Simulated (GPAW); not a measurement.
## MnSi15 (Si32 Mn2 d4p50): parallel and opposed starts

A self-consistent run ends on one state, which hangs on the start. Several orders of MnSi15 (Si32 Mn2 d4p50) are started in GPAW and their energies compared.

Program: GPAW 26.7.0. Level of theory: PBE with U = 4 eV on Mn d; plane waves with GPAW's PAW setups, scalar-relativistic. Results are calculated unless marked as measured.

### 1. The structure

The cell holds 32 atoms: 2 Mn and 30 Si. Cell: a = 10.862 Å, b = 10.862 Å, c = 5.431 Å, α = 90.0°, β = 90.0°, γ = 90.0°. substitutional dopants on the host's lattice, its constants typed without a cited source, atoms not relaxed.

The cell is a made-up one and need not be a known phase.

### 2. Start 1: ferro ++

Parallel moments need no larger cell; this start tests for a ferromagnetic state only. A Hubbard term is added for the open shell, at a value in common use.

The input, order1.py:

```python
import json
import numpy as np
from ase import Atoms
from ase.parallel import paropen, parprint
from gpaw import GPAW

atoms = Atoms(['Mn', 'Si', 'Si', 'Mn', 'Si', 'Si', 'Si', 'Si', 'Si', 'Si', 'Si', 'Si', 'Si', 'Si', 'Si', 'Si', 'Si', 'Si', 'Si', 'Si', 'Si', 'Si', 'Si', 'Si', 'Si', 'Si', 'Si', 'Si', 'Si', 'Si', 'Si', 'Si'],
    cell=[[10.862, 0.0, 0.0],
         [0.0, 10.862, 0.0],
         [0.0, 0.0, 5.431]],
    scaled_positions=[[0.0, 0.0, 0.0],
         [0.125, 0.125, 0.25],
         [0.0, 0.25, 0.5],
         [0.125, 0.375, 0.75],
         [0.25, 0.0, 0.5],
         [0.375, 0.125, 0.75],
         [0.25, 0.25, 0.0],
         [0.375, 0.375, 0.25],
         [0.0, 0.5, 0.0],
         [0.125, 0.625, 0.25],
         [0.0, 0.75, 0.5],
         [0.125, 0.875, 0.75],
         [0.25, 0.5, 0.5],
         [0.375, 0.625, 0.75],
         [0.25, 0.75, 0.0],
         [0.375, 0.875, 0.25],
         [0.5, 0.0, 0.0],
         [0.625, 0.125, 0.25],
         [0.5, 0.25, 0.5],
         [0.625, 0.375, 0.75],
         [0.75, 0.0, 0.5],
         [0.875, 0.125, 0.75],
         [0.75, 0.25, 0.0],
         [0.875, 0.375, 0.25],
         [0.5, 0.5, 0.0],
         [0.625, 0.625, 0.25],
         [0.5, 0.75, 0.5],
         [0.625, 0.875, 0.75],
         [0.75, 0.5, 0.5],
         [0.875, 0.625, 0.75],
         [0.75, 0.75, 0.0],
         [0.875, 0.875, 0.25]],
    pbc=True,
    magmoms=[4.5, 0.0, 0.0, 4.5, 0.0, 0.0, 0.0, 0.0, 0.0, 0.0, 0.0, 0.0, 0.0, 0.0, 0.0, 0.0, 0.0, 0.0, 0.0, 0.0, 0.0, 0.0, 0.0, 0.0, 0.0, 0.0, 0.0, 0.0, 0.0, 0.0, 0.0, 0.0])
atoms.calc = GPAW(mode={'name': 'pw', 'ecut': 450},
    xc='PBE',
    kpts={'size': (3, 3, 5), 'gamma': True},
    occupations={'name': 'fermi-dirac', 'width': 0.05},
    convergence={'density': 1e-05, 'energy': 1e-05},
    maxiter=200,
    mixer={'name': 'pulay', 'beta': 0.05, 'nmaxold': 6, 'weight': 50},
    setups={'Mn': ':d,4.0'},
    symmetry={'tolerance': 1e-4},
    txt='order1.txt')
e = atoms.get_potential_energy(force_consistent=True)
res = {'free_energy': e, 'energy_sigma0': atoms.get_potential_energy(), 'fermi_energy': atoms.calc.get_fermi_level()}
res['moments'] = atoms.get_magnetic_moments().tolist()
res['total'] = atoms.get_magnetic_moment()
parprint('site moments (muB):', np.round(res['moments'], 3))
parprint(f"total moment: {res['total']:.3f} muB")
parprint(f'free energy: {e:.6f} eV')
atoms.calc.write('order1.gpw')
with paropen('results.json', 'w') as f:
    json.dump(res, f)
```

Launch:

```console
$ OMP_NUM_THREADS=1 mpirun -n 4 gpaw python order1.py > order1.log
```

Numbers of over 12 decimals in the logs are rounded to 6 here.

What it wrote:

```text
site moments (muB): [ 3.848 -0.096 -0.096  3.848 -0.019 -0.011 -0.108 -0.013 -0.108 -0.011
 -0.011 -0.108 -0.103 -0.011 -0.014 -0.011 -0.022 -0.011 -0.011 -0.022
 -0.013 -0.108 -0.011 -0.019 -0.019 -0.011 -0.011 -0.019 -0.011 -0.014
 -0.011 -0.103]
total moment: 6.139 muB
free energy: -172.927830 eV

--- order1.txt ---
Input parameters:
  mode=PW(ecut=450),
  convergence={'density': 1e-05, 'energy': 1e-05},
  kpts=MonkhorstPack(size=(3, 3, 5), gamma=True),
  maxiter=200,
  mixer=Pulay(name='pulay', nmaxold=6, beta=0.05, weight=50, sigma=0.015, g_ss=None),
  occupations=Occupations(name='fermi-dirac', width=0.05),
  setups={'Mn': ':d,4.0'},
  symmetry=Symmetry(tolerance=0.0001),
  xc=XC(name='PBE')

Diagonalizing LCAO Hamiltonian
Converting LCAO to pw mode
        .--------------------------.
       /|                          |
      / |                          |
     /  |  Si           Si         |
    /   |      Si            Si    |
   /  Si|           Si             |
  /    Mn        Si  Si        Si  |
 *      .--Si------------Si--------.
 |     / Si Si        Si Si       /
 | Si /      Si Si         Si    /
 |   Si Si    Si  Si Si    Si   /
 |  /Si            Si          /
 | /     Si            Si     /
 |/                          /
 Mn------------Si-----------*

Atoms  # Å, Bohr magnetons
|    | symbol |        x |        y |        z |    initial magnetic moments |
|----|--------|----------|----------|----------|-----------------------------|
|  0 |     Mn | 0.000000 | 0.000000 | 0.000000 | ( 0.0000,  0.0000,  4.5000) |
|  1 |     Si | 1.357750 | 1.357750 | 1.357750 | ( 0.0000,  0.0000,  0.0000) |
|  2 |     Si | 0.000000 | 2.715500 | 2.715500 | ( 0.0000,  0.0000,  0.0000) |
|  3 |     Mn | 1.357750 | 4.073250 | 4.073250 | ( 0.0000,  0.0000,  4.5000) |
|  4 |     Si | 2.715500 | 0.000000 | 2.715500 | ( 0.0000,  0.0000,  0.0000) |
|  5 |     Si | 4.073250 | 1.357750 | 4.073250 | ( 0.0000,  0.0000,  0.0000) |
|  6 |     Si | 2.715500 | 2.715500 | 0.000000 | ( 0.0000,  0.0000,  0.0000) |
|  7 |     Si | 4.073250 | 4.073250 | 1.357750 | ( 0.0000,  0.0000,  0.0000) |
|  8 |     Si | 0.000000 | 5.431000 | 0.000000 | ( 0.0000,  0.0000,  0.0000) |
|  9 |     Si | 1.357750 | 6.788750 | 1.357750 | ( 0.0000,  0.0000,  0.0000) |
| 10 |     Si | 0.000000 | 8.146500 | 2.715500 | ( 0.0000,  0.0000,  0.0000) |
| 11 |     Si | 1.357750 | 9.504250 | 4.073250 | ( 0.0000,  0.0000,  0.0000) |
| 12 |     Si | 2.715500 | 5.431000 | 2.715500 | ( 0.0000,  0.0000,  0.0000) |
| 13 |     Si | 4.073250 | 6.788750 | 4.073250 | ( 0.0000,  0.0000,  0.0000) |
| 14 |     Si | 2.715500 | 8.146500 | 0.000000 | ( 0.0000,  0.0000,  0.0000) |
| 15 |     Si | 4.073250 | 9.504250 | 1.357750 | ( 0.0000,  0.0000,  0.0000) |
| 16 |     Si | 5.431000 | 0.000000 | 0.000000 | ( 0.0000,  0.0000,  0.0000) |
| 17 |     Si | 6.788750 | 1.357750 | 1.357750 | ( 0.0000,  0.0000,  0.0000) |
[...]
| 22 |     Si | 8.146500 | 2.715500 | 0.000000 | ( 0.0000,  0.0000,  0.0000) |
| 23 |     Si | 9.504250 | 4.073250 | 1.357750 | ( 0.0000,  0.0000,  0.0000) |
| 24 |     Si | 5.431000 | 5.431000 | 0.000000 | ( 0.0000,  0.0000,  0.0000) |
| 25 |     Si | 6.788750 | 6.788750 | 1.357750 | ( 0.0000,  0.0000,  0.0000) |
| 26 |     Si | 5.431000 | 8.146500 | 2.715500 | ( 0.0000,  0.0000,  0.0000) |
| 27 |     Si | 6.788750 | 9.504250 | 4.073250 | ( 0.0000,  0.0000,  0.0000) |
| 28 |     Si | 8.146500 | 5.431000 | 2.715500 | ( 0.0000,  0.0000,  0.0000) |
| 29 |     Si | 9.504250 | 6.788750 | 4.073250 | ( 0.0000,  0.0000,  0.0000) |
| 30 |     Si | 8.146500 | 8.146500 | 0.000000 | ( 0.0000,  0.0000,  0.0000) |
| 31 |     Si | 9.504250 | 9.504250 | 1.357750 | ( 0.0000,  0.0000,  0.0000) |

Unit cell  # Å
| periodic |         x |         y |        z |   lengths |    angles |
|----------|-----------|-----------|----------|-----------|-----------|
|      yes | 10.862000 |  0.000000 | 0.000000 | 10.862000 | 90.000000 |
|      yes |  0.000000 | 10.862000 | 0.000000 | 10.862000 | 90.000000 |
|      yes |  0.000000 |  0.000000 | 5.431000 |  5.431000 | 90.000000 |

Number of symmetries: 1

BZ-sampling:
  Number of BZ points: 45
  Number of IBZ points: 23

  Monkhorst-Pack size: [3, 3, 5]
  Monkhorst-Pack shift: [0, 0, 0]

K-points  # in reciprocal-cell coordinates
|     |                                coordinates |     weight |
|-----|--------------------------------------------|------------|
|   0 | (  0.00000000,   0.00000000,   0.00000000) | 0.02222222 |
|   1 | (  0.00000000,   0.00000000,   0.20000000) | 0.04444444 |
|   2 | (  0.00000000,   0.00000000,   0.40000000) | 0.04444444 |
|   3 | (  0.00000000,   0.33333333,  -0.40000000) | 0.04444444 |
|   4 | (  0.00000000,   0.33333333,  -0.20000000) | 0.04444444 |
|   5 | (  0.00000000,   0.33333333,   0.00000000) | 0.04444444 |
|   6 | (  0.00000000,   0.33333333,   0.20000000) | 0.04444444 |
|   7 | (  0.00000000,   0.33333333,   0.40000000) | 0.04444444 |
|   8 | (  0.33333333,  -0.33333333,  -0.40000000) | 0.04444444 |
|   9 | (  0.33333333,  -0.33333333,  -0.20000000) | 0.04444444 |
| ... |                                            |            |
|  22 | (  0.33333333,   0.33333333,   0.40000000) | 0.04444444 |

Plane wave coefficients: 13930
Cutoff: 450.000000 eV

Spin-components: 2 (collinear spins)
Bands:           100
Projectors:      162
Spin-degeneracy: 1
Datatype:        complex128

Parallelization:
  kpt:    4
  domain: 1
  band:   1

Density:
  Valence electrons: 150.0
  Components: 2
  Grid points: [54 54 27]
  Charge: 0.0  # |e|

Potential:
  Grid points: [54 54 27]

species:
  Mn:
    name:    Manganese
    Z:       25.0
    valence: 15
    core:    10
    charge:  0.0  # [|e|]
    Hubbard: {U: 4.0,  # eV
              l: 2,
              scale: True}
    compensation charges:
      type: gauss
      rc: 0.38  # [Å]
      lmax: 2
    cutoffs:
      filter: 2.14  # [Å]
      core: 0.86  # [Å]
    projectors
    | kind |    occ | energy [eV] | rcut [Å] |
    |------|--------|-------------|----------|
    |   3s |  2.000 |     -85.859 |    1.275 |
    |   4s |  2.000 |      -5.106 |    1.275 |
    |   3p |  6.000 |     -54.597 |    1.281 |
    |   4p |  0.000 |      -1.371 |    1.281 |
    |   3d |  5.000 |      -6.771 |    1.138 |
    |    d |        |      20.441 |    1.138 |

    Using partial waves for Mn as LCAO basis

  Si:
    name:    Silicon
    Z:       14.0
    valence: 4
    core:    10
    charge:  0.0  # [|e|]
    compensation charges:
      type: gauss
      rc: 0.33  # [Å]
      lmax: 2
    cutoffs:
      filter: 1.86  # [Å]
      core: 2.06  # [Å]
    projectors
    | kind |    occ | energy [eV] | rcut [Å] |
    |------|--------|-------------|----------|
    |   3s |  2.000 |     -10.812 |    1.058 |
    |   3p |  2.000 |      -4.081 |    1.058 |
    |    s |        |      16.399 |    1.058 |
    |    p |        |      23.130 |    1.058 |
    |    d |        |       0.000 |    1.058 |

    Using partial waves for Si as LCAO basis

Reference energy: -299618.503652  # eV

eigensolver:
  PPCG
  Converge bands: occupied
  niter=2

density mixing:
  Pulay-Mixer
  Linear mixing parameters: 0.05
  Old densities: 6
  Fourier metric: weight=50, sigma=0.015

occupation numbers:
  Fermi-Dirac:
    width: 0.0500  # eV

poisson solver:
  ecut: 3600.000000  # eV

xc functional:
  name: PBE with 2 nearest neighbor stencil

convergence criteria:
- Maximum integral of absolute [dens]ity change: 1e-05 electrons / valence electron
- Maximum [total energy] change in last 3 cyles: 1e-05 eV / valence electron
- Maximum integral of absolute [eigenst]ate change: 4e-08 eV^2 / valence electron
maximum number of iterations: 200

SCF iterations
|iter     |      energy | eigst |  dens |  magmom |
|---------|-------------|-------|-------|---------|
|iter:   1|       0s | -173.377796 | +0.32 |       |  +9.0228|
|iter:   2|      49s | -173.615208 | -1.00 | -0.85 |  +8.9129|
|iter:   3|      98s | -173.184732 | -2.05 | -0.88 |  +8.5848|
|iter:   4|     146s | -172.939780 | -1.26 | -0.96 |  +7.2829|
|iter:   5|     194s | -172.810801 | -2.07 | -1.52 |  +7.1938|
|iter:   6|     242s | -172.922383 | -2.38 | -1.60 |  +6.8030|
|iter:   7|     290s | -172.880720 | -3.43 | -1.79 |  +6.8548|
|iter:   8|     338s | -172.895882 | -3.05 | -1.85 |  +6.5138|
|iter:   9|     390s | -172.893209 | -3.57 | -2.17 |  +6.4690|
|iter:  10|     438s | -172.897150 | -3.91 | -2.36 |  +6.3574|
[... 14 iterations left out ...]
|iter:  25|    1128s | -172.902156c| -7.65c| -4.26 |  +6.1376|
|iter:  26|    1151s | -172.902151c| -7.94c| -4.34 |  +6.1385|
|iter:  27|    1174s | -172.902149c| -8.10c| -4.39 |  +6.1390|
|iter:  28|    1198s | -172.902148c| -7.90c| -4.47 |  +6.1395|
|iter:  29|    1221s | -172.902154c| -8.06c| -4.58 |  +6.1389|
|iter:  30|    1244s | -172.902157c| -8.17c| -4.68 |  +6.1388|
|iter:  31|    1267s | -172.902157c| -8.32c| -4.75 |  +6.1390|
|iter:  32|    1291s | -172.902158c| -8.39c| -4.89 |  +6.1390|
|iter:  33|    1314s | -172.902160c| -8.41c| -5.00 |  +6.1390|
|iter:  34|    1337s | -172.902161c| -8.47c| -5.22c|  +6.1390|

Converged in 34 steps
Energy contributions relative to reference atoms: (reference = -299618.503652)

Energy contributions:
  Kinetic:         278.517196
  Coulomb:        -241.290176
  Zero:             -0.119552
  External:          0.000000
  Xc:             -209.983960
  Entropy:          -0.051338
  Spinorbit:         0.000000
  ----------------------------
  Free energy:    -172.927830
  Extrapolated:   -172.902161

dipole moment: (-95.276396, -95.184795, -94.824014)  # |e|*Ang

Total magnetic moment: (0.000000, 0.000000, 6.138973)

Local magnetic moments
|        x |        y |         z |
|----------|----------|-----------|
| 0.000000 | 0.000000 |  3.848174 |  # Mn   0
| 0.000000 | 0.000000 | -0.095817 |  # Si   1
| 0.000000 | 0.000000 | -0.095817 |  # Si   2
| 0.000000 | 0.000000 |  3.848175 |  # Mn   3
| 0.000000 | 0.000000 | -0.018962 |  # Si   4
| 0.000000 | 0.000000 | -0.011222 |  # Si   5
| 0.000000 | 0.000000 | -0.107776 |  # Si   6
| 0.000000 | 0.000000 | -0.013062 |  # Si   7
| 0.000000 | 0.000000 | -0.108321 |  # Si   8
| 0.000000 | 0.000000 | -0.011269 |  # Si   9
| 0.000000 | 0.000000 | -0.011269 |  # Si  10
| 0.000000 | 0.000000 | -0.108321 |  # Si  11
| 0.000000 | 0.000000 | -0.103334 |  # Si  12
| 0.000000 | 0.000000 | -0.010895 |  # Si  13
| 0.000000 | 0.000000 | -0.014129 |  # Si  14
| 0.000000 | 0.000000 | -0.011058 |  # Si  15
[...]
| 0.000000 | 0.000000 | -0.011222 |  # Si  22
| 0.000000 | 0.000000 | -0.018962 |  # Si  23
| 0.000000 | 0.000000 | -0.018719 |  # Si  24
| 0.000000 | 0.000000 | -0.010572 |  # Si  25
| 0.000000 | 0.000000 | -0.010572 |  # Si  26
| 0.000000 | 0.000000 | -0.018719 |  # Si  27
| 0.000000 | 0.000000 | -0.011058 |  # Si  28
| 0.000000 | 0.000000 | -0.014129 |  # Si  29
| 0.000000 | 0.000000 | -0.010895 |  # Si  30
| 0.000000 | 0.000000 | -0.103334 |  # Si  31

Fermi level: 5.155
Eigenvalues  # (at kpt = [0.000, 0.000, 0.000])
| band index |      eig [eV] | occ [0-1] |      eig [eV] | occ [0-1] |
|------------|---------------|-----------|---------------|-----------|
|          0 |       -75.924 |     1.000 |       -71.612 |     1.000 |
|        ... |               |           |               |           |
|         67 |         3.486 |     1.000 |         4.230 |     1.000 |
|         68 |         3.500 |     1.000 |         4.400 |     1.000 |
|         69 |         3.532 |     1.000 |         5.030 |     0.924 |
|         70 |         3.562 |     1.000 |         5.065 |     0.857 |
|         71 |         3.668 |     1.000 |         5.127 |     0.637 |
|         72 |         3.934 |     1.000 |         5.839 |     0.000 |
|         73 |         4.017 |     1.000 |         5.846 |     0.000 |
|         74 |         4.117 |     1.000 |         5.870 |     0.000 |
|         75 |         4.489 |     1.000 |         5.992 |     0.000 |
|         76 |         4.535 |     1.000 |         6.147 |     0.000 |
|         77 |         5.181 |     0.370 |         6.203 |     0.000 |
|         78 |         5.375 |     0.012 |         6.458 |     0.000 |
|         79 |         6.076 |     0.000 |         6.577 |     0.000 |
|         80 |         6.091 |     0.000 |         6.590 |     0.000 |
|         81 |         6.156 |     0.000 |         6.718 |     0.000 |
|        ... |               |           |               |           |
|         99 |         8.634 |     0.000 |         8.845 |     0.000 |

No gap
No difference between direct/indirect transitions
```

The job ended after 24 min (4 MPI ranks of Arm Neoverse V1, shared host; peak memory 2.9 GiB; 1.6 h of CPU time).

Spin moment in the augmentation sphere by element, in μB:

```tsv
element	atoms	mean	spread (r.m.s.)	least	largest
Mn	2	3.85	0.00	3.85	3.85
Si	30	-0.04	0.04	-0.11	-0.01
```

The atoms farthest from the mean of their element:

```tsv
atom	x, y, z (Å)	spin moment in the augmentation sphere (μB)
Si12	1.36, 9.50, 4.07	-0.11
Si9	0.00, 5.43, 0.00	-0.11
Si7	2.72, 2.72, 0.00	-0.11
Si22	9.50, 1.36, 4.07	-0.11
Si32	9.50, 9.50, 1.36	-0.10
Si13	2.72, 5.43, 2.72	-0.10
Si3	0.00, 2.72, 2.72	-0.10
Si2	1.36, 1.36, 1.36	-0.10
```

Read from the output:

```
magnetization : 6.139 μB
final state   : ferromagnetic
```

After 34 cycles the largest moment stands at 3.85 μB.

(Continued in part 2 of 2.)

[Logs and program files are shortened in this print: banners, set-up blocks, solver, clock and traceback lines can be left out without a mark of their own.]

[Logs are printed without paths, hosts, clocks, repeated set-up lines and the standing remarks that a program may print on its own settings, such as how far it seeks lower states.]

[Hosts, paths, dates, database ids (printed as entryN), source tags and the programs' standing remarks are cut or masked in the printed files.]

[Where a cell is said to come from a database of computed structures, the database is the Materials Project.]
